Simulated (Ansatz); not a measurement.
# One crystal, many levels of theory: FeAs2 (Lollingite), part 2 of 2

What gap does each level of theory give for FeAs2 (Lollingite), and in what time?

Ansatz 0.2.0; density functionals, hybrids and G0W0, plane waves, PAW. Known limits of the many-body steps: finite bands, screening cutoff and k mesh; no spin-orbit coupling in G0W0; no spin polarisation.

So far. Step 7 (G0W0@HSE06, 4×4×6 mesh, 543 empty bands, screening to …): Over all 36 irreducible mesh points the G0W0 gap is 0.915 eV, from k = Γ to k = (0.000, 0.000, 0.167). The HSE06 gap of this run on the mesh is 1.521 eV. Other states bound it: the two that bound the G0W0 gap lie 2.017 eV apart in HSE06, so state for state the correction is 0.915 − 2.017 = −1.102 eV, while gap against gap it is 0.915 − 1.521 = −0.606 eV.

In doubt: one-shot GW on d or f shells is unsure (steps 6, 7, 8), so the values of those runs are not to be relied on; masses and optical values from hybrid runs of this build are listed as unsure (steps 7, 8), which bears on the screening that GW takes from such a start.

## (9) Gap and time by level

Each gap is the least one over the points named; times are wall times on shared hosts, not benchmarks. A G0W0 time includes the run's own self-consistent start. Runs with listed points see these and the mesh alone, so an edge that moves elsewhere is missed. Rows marked * are further runs, not shown as steps, whose inputs differ from the G0W0 step on the same start in the columns given; solver thresholds can differ too.

```tsv
level	mesh	files, cutoff	bands summed, screening	points	gap (eV)	valence top	conduction bottom	least direct gap (eV)	time
r2SCAN	4×4×8	soft_1 PAW, 500 eV	-	mesh and path	0.533	(0.000, 0.500, 0.200)	(0.000, 0.000, 0.250)	0.693	26 s
r2SCAN+SOC	4×4×8	soft_1 PAW, 500 eV	-	mesh and listed points	0.521	(0.000, 0.500, 0.200)	(0.000, 0.000, 0.250)	0.692	11 s
HSE06	4×4×6	soft_1 PAW, 420 eV	-	mesh and listed points	1.336	(0.500, 0.500, 0.500)	(0.000, 0.000, 0.250)	1.707	39 s
HSE06+SOC	4×4×6	soft_1 PAW, 420 eV	-	mesh and listed points	1.344	(0.500, 0.500, 0.500)	(0.000, 0.000, 0.250)	1.705	4.8 min
G0W0@r2SCAN*	4×4×6	hard PAW, 1060 eV	285, 110 eV	all 36 irreducible mesh points	0.562	(0.000, 0.250, 0.167)	(0.000, 0.000, 0.167)	0.722	2.1 min
G0W0@r2SCAN*	4×4×6	hard PAW, 1060 eV	589, 190 eV	all 36 irreducible mesh points	0.547	(0.000, 0.250, 0.167)	(0.000, 0.000, 0.167)	0.727	4.1 min
G0W0@r2SCAN	4×4×6	hard PAW, 1060 eV	967, 270 eV	all 36 irreducible mesh points	0.566	(0.000, 0.250, 0.167)	(0.000, 0.000, 0.167)	0.747	7.3 min
G0W0@r2SCAN*	6×4×10	hard PAW, 1060 eV	285, 110 eV	all 72 irreducible mesh points	0.496	(0.000, 0.250, 0.200)	(0.000, 0.000, 0.200)	0.660	7 min
G0W0@HSE06	4×4×6	hard PAW, 844 eV	589, 190 eV	all 36 irreducible mesh points	0.915	Γ	(0.000, 0.000, 0.167)	0.973	5.6 min
G0W0@PBE0	4×4×6	hard PAW, 844 eV	589, 190 eV	all 36 irreducible mesh points	1.089	Γ	(0.000, 0.000, 0.167)	1.145	6.3 min
```

Computed less measured, in eV, for the reports listed at the start; nothing is added to the computed values:

```tsv
row	computed (eV)	200 meV (2013)
r2SCAN, gap	0.533	+0.333
r2SCAN+SOC, gap	0.521	+0.321
HSE06, gap	1.336	+1.136
HSE06+SOC, gap	1.344	+1.144
G0W0@r2SCAN (967 bands, 4×4×6), gap	0.566	+0.366
G0W0@HSE06, gap	0.915	+0.715
G0W0@PBE0, gap	1.089	+0.889
G0W0@r2SCAN (967 bands, 4×4×6), least direct gap	0.747	+0.547
G0W0@HSE06, least direct gap	0.973	+0.773
G0W0@PBE0, least direct gap	1.145	+0.945
```

## (10) Results

| Item | Value |
| --- | --- |
| r2SCAN, over mesh and path | 0.533 eV |
| r2SCAN+SOC, over mesh and listed points | 0.521 eV |
| HSE06, over mesh and listed points | 1.336 eV |
| HSE06+SOC, over mesh and listed points | 1.344 eV |
| G0W0@r2SCAN (967 bands, 4×4×6), over all 36 irreducible mesh points | 0.566 eV |
| G0W0@HSE06, over all 36 irreducible mesh points | 0.915 eV |
| G0W0@PBE0, over all 36 irreducible mesh points | 1.089 eV |
| known limits | finite bands, screening cutoff and k mesh; no spin-orbit coupling in G0W0; no spin polarisation |

What this shows: The rows run from 0.496 eV (G0W0@r2SCAN (285 bands, 6×4×10)) to 1.344 eV (HSE06+SOC). They differ in mesh, files, plane-wave cutoff, bands and screening cutoff of G0W0 and the points over which the gap was sought as well as in level, so only pairs that share these are like for like. r2SCAN+SOC against r2SCAN: 0.521 − 0.533 = −0.012 eV, with the same mesh, set of files (read in its fully relativistic form for the spin-orbit run) and cutoff, and both edges at the same k points. The spin-orbit run sees mesh and listed points alone, so its gap is an upper bound: the coupling can move an edge off these points, and the change over the zone, its sign included where it is small, is not known. HSE06+SOC against HSE06: 1.344 − 1.336 = +0.008 eV, with the same mesh, set of files (read in its fully relativistic form for the spin-orbit run) and cutoff, and both edges at the same k points. The spin-orbit run sees mesh and listed points alone, so its gap is an upper bound: the coupling can move an edge off these points, and the change over the zone, its sign included where it is small, is not known. G0W0@PBE0 against G0W0@HSE06 with 589 bands: 1.089 − 0.915 = +0.174 eV, with the same mesh, files and cutoffs, and both edges at the same k points. G0W0@r2SCAN (967 bands, 4×4×6) moves the gap of its own start on the mesh by 0.566 − 0.598 = −0.032 eV, with other states at the edges (they lie 0.862 eV apart at the start). Over mesh and path, r2SCAN puts the valence top at k = (0.000, 0.500, 0.200) and conduction bottom at k = (0.000, 0.000, 0.250), where no G0W0 correction was computed. The G0W0 gap over the whole zone is therefore not known from this run; at its settings it can only be equal to or under the 0.566 eV found, and no correction is carried over from another point. For the start itself the gap is 0.533 eV over mesh and path and 0.598 eV on the mesh of the G0W0 run, in runs that differ in mesh (4×4×8 and 4×4×6), files (soft_1 PAW and hard PAW) and plane-wave cutoff (500 eV and 1060 eV). G0W0@HSE06 moves the gap of its own start on the mesh by 0.915 − 1.521 = −0.606 eV, with other states at the edges (they lie 2.017 eV apart at the start). Over mesh and listed points, HSE06 puts the conduction bottom at k = (0.000, 0.000, 0.250), where no G0W0 correction was computed. The G0W0 gap over the whole zone is therefore not known from this run; at its settings it can only be equal to or under the 0.915 eV found, and no correction is carried over from another point. For the start itself the gap is 1.336 eV over mesh and listed points and 1.521 eV on the mesh of the G0W0 run, in runs that differ in files (soft_1 PAW and hard PAW) and plane-wave cutoff (420 eV and 844 eV). G0W0@PBE0 moves the gap of its own start on the mesh by 1.089 − 2.224 = −1.135 eV, with other states at the edges (they lie 2.741 eV apart at the start). No PBE0 run over points off the mesh is shown, so for G0W0@PBE0 the gap over the whole zone is not known. What spin-orbit coupling does to the G0W0 levels was not computed, so no sum with the G0W0 gap is formed. Against experiment, G0W0@r2SCAN (967 bands, 4×4×6) at 0.566 eV lies +0.366 eV from 200 meV (2013). The measured 200 meV lies under even the r2SCAN+SOC gap of 0.521 eV; these runs do not show why. The differences hold parts that these runs do not separate: finite bands, cutoffs and mesh, points of the zone that were not corrected, the start of G0W0, spin-orbit coupling missing from it, static nuclei, no electron-hole attraction, and what each experiment reads as the gap. How much each gives is not known from the steps shown. For G0W0@r2SCAN: from 285 bands and 110 eV to 967 bands and 270 eV the gap moves by 0.566 − 0.562 = +0.004 eV (rung by rung 0.562, 0.547, 0.566 eV); bands and screening cutoff rise together, so their parts are not told apart. The gap turns back along the series (0.562, 0.547, 0.566 eV), so no line is drawn and the limit is not known. The other G0W0 rows are shown at one basis each (589 bands), so their distance from the limit is not known here. With the 6×4×10 mesh in place of the 4×4×6 mesh and all else as in the G0W0@r2SCAN row with 285 bands, the gap differs by 0.496 − 0.562 = −0.066 eV, and that of the start by 0.550 − 0.598 = −0.048 eV; an edge lies at another k point, so this need not be the shift of one pair of states. For G0W0@r2SCAN (967 bands, 4×4×6): the program's warnings for this run: metallic iterate. For G0W0@HSE06: the program's warnings for this run: metallic iterate. For G0W0@PBE0: the program's warnings for this run: coarse exchange mesh; metallic iterate. For the further run with 285 bands on the 4×4×6 mesh, the program warns: metallic iterate. For the further run with 589 bands on the 4×4×6 mesh, the program warns: metallic iterate. For the further run with 285 bands on the 6×4×10 mesh, the program warns: metallic iterate. The G0W0 runs are scalar-relativistic. The runs have no spin polarisation, and the cell holds Fe; whether a magnetic state lies lower is not shown here. Where d states form a band edge, one-shot GW is known to depend on its start; the orbital character of the edges was not analysed here. G0W0 is shown with one set of atomic data (hard PAW), so the error from the files is not known here.

[Paths, hosts, dates, memory and timing lines, banners, echoed tables and standing remarks are left out of the program output.]

[Logs are printed without paths, hosts, clocks, repeated set-up lines and the standing remarks that a program may print on its own settings, such as how far it seeks lower states.]

[Runs of the session that timed out or met a known fault of the program may be left out.]

[Cells called generated may have been cut or substituted from an entry of the Crystallography Open Database or the Materials Project.]

[Hosts, paths, dates, database ids (printed as entryN), source tags and the programs' standing remarks are cut or masked in the printed files.]

[Where an RPA ε∞ is given, it is that of the G0W0 mesh and is not shown converged in it. Names of k-points follow the symmetry that the program found, which can be lower than the space group named. Band edges on a path are those of the sampled points; other points can move an edge, and change direct to indirect where valleys lie close.]

[Hybrid gaps are those of their k-mesh and are not shown converged in it.]
